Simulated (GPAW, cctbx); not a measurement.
## CsCuBrCl: what bonding does to one electron reflection, worked out

CsCuBrCl, P4/nmm (no. 129, origin choice 1), a = 5.0740 Å, b = 5.0740 Å, c = 9.7417 Å, α = 90.00°, β = 90.00°, γ = 90.00°.

```
atom  mult.    x    y       z
 Cs1      2  1/2    0  0.6991
 Br1      2  1/2  1/2       0
 Cu1      2    0  1/2  0.9010
 Cl1      2  1/2    0  0.3336
```

The start was made by putting kin elements into a known structure type; the compound need not exist, or be stable, in this form.

A DFT run (GPAW, PBE, 450 eV, 4×4×2 k-points (along the axes of the calculation cell), Fermi–Dirac width 0.05 eV) gives the static X-ray structure factor of 101 as 37.616 e for the conventional cell; superposed free atoms give 37.939 e. **Problem.** Find the Fourier component V of the crystal potential and the two-beam extinction distance at 300 kV in both cases, then the holographic phase shift per nanometre.

### 1. Geometry

The cell volume is Ω = 250.81 Å³ and d(101) = 4.5002 Å, so g = 1/d = 0.2222 Å⁻¹.

### 2. The nuclei

Electrons feel nuclei as well as electrons, so the nuclear charges are summed with the same phases.

Phase sums Σ exp(2πi h·x), turned so that the total is real and positive: Cs +1.899, Br 0.000, Cu -1.166, Cl -1.730. Then F_Z = 55 × (+1.899) + 35 × (0.000) + 29 × (-1.166) + 17 × (-1.730) = 41.20 e. The electron term has the same sign for this reflection.

### 3. Mott–Bethe

Poisson's equation, term by term, gives V = (e/4πε₀)(F_Z − F)/(πΩg²), with e/4πε₀ = 14.3996 V Å.

The prefactor is 14.3996 × 4.5002²/(π × 250.81) = 0.37011 V per electron. Free atoms: (41.20 − 37.939) × 0.37011 = 1.207 V. Crystal: (41.20 − 37.616) × 0.37011 = 1.326 V. F changes by -0.85 % and V by +9.9 %: the same 0.32 e is measured against F_Z − F = 3.3 e in place of F = 37.9 e.

### 4. Extinction distance

In the two-beam case ξ = 1/(λU) with U = 2γm₀eV/h², that is ξ = 150.41 V Å²/(γλV).

At 300 kV, λ = 0.01969 Å and γ = 1.5871. Free atoms: ξ = 3988 Å. Crystal: ξ = 3629 Å. The thickness fringes go as sin²(πt/ξ), so the two patterns slip by a quarter of a period when t|1/ξ₁ − 1/ξ₀| = 1/4, at t ≈ 1007 nm, thicker than usual samples. Thermal motion, absorption and many-beam coupling, left out here, change a real pattern.

### 5. Phase shift

A slab run (normal [001], unrelaxed) gives a mean inner potential of 10.36 V; free atoms give 12.66 V. The phase shift is φ = C_E V₀ t, with C_E = (2π/λE)(E + m₀c²)/(E + 2m₀c²).

C_E = 6.526 × 10⁻³ rad/(V nm). The shift is 0.0676 rad/nm in the crystal and 0.0826 rad/nm for free atoms. A sample 50 nm thick gives φ = 3.38 rad; read with the free-atom value it would seem 40.9 nm thick.

### 6. Answer

V(101) is 1.33 V against 1.21 V, and ξ is 3629 against 3988 Å. The phase shift is 0.068 rad/nm, and free atoms would misjudge a thickness by -18 %. Limits: static atoms, two beams; no Hubbard U on Cu.

[Outputs are excerpts: Python notices, other lines and further rows are left out; steps that failed or that the build refused (PBEsol, TPSS) are not shown.]

[Logs are printed without paths, hosts, clocks, repeated set-up lines and the standing remarks that a program may print on its own settings, such as how far it seeks lower states.]
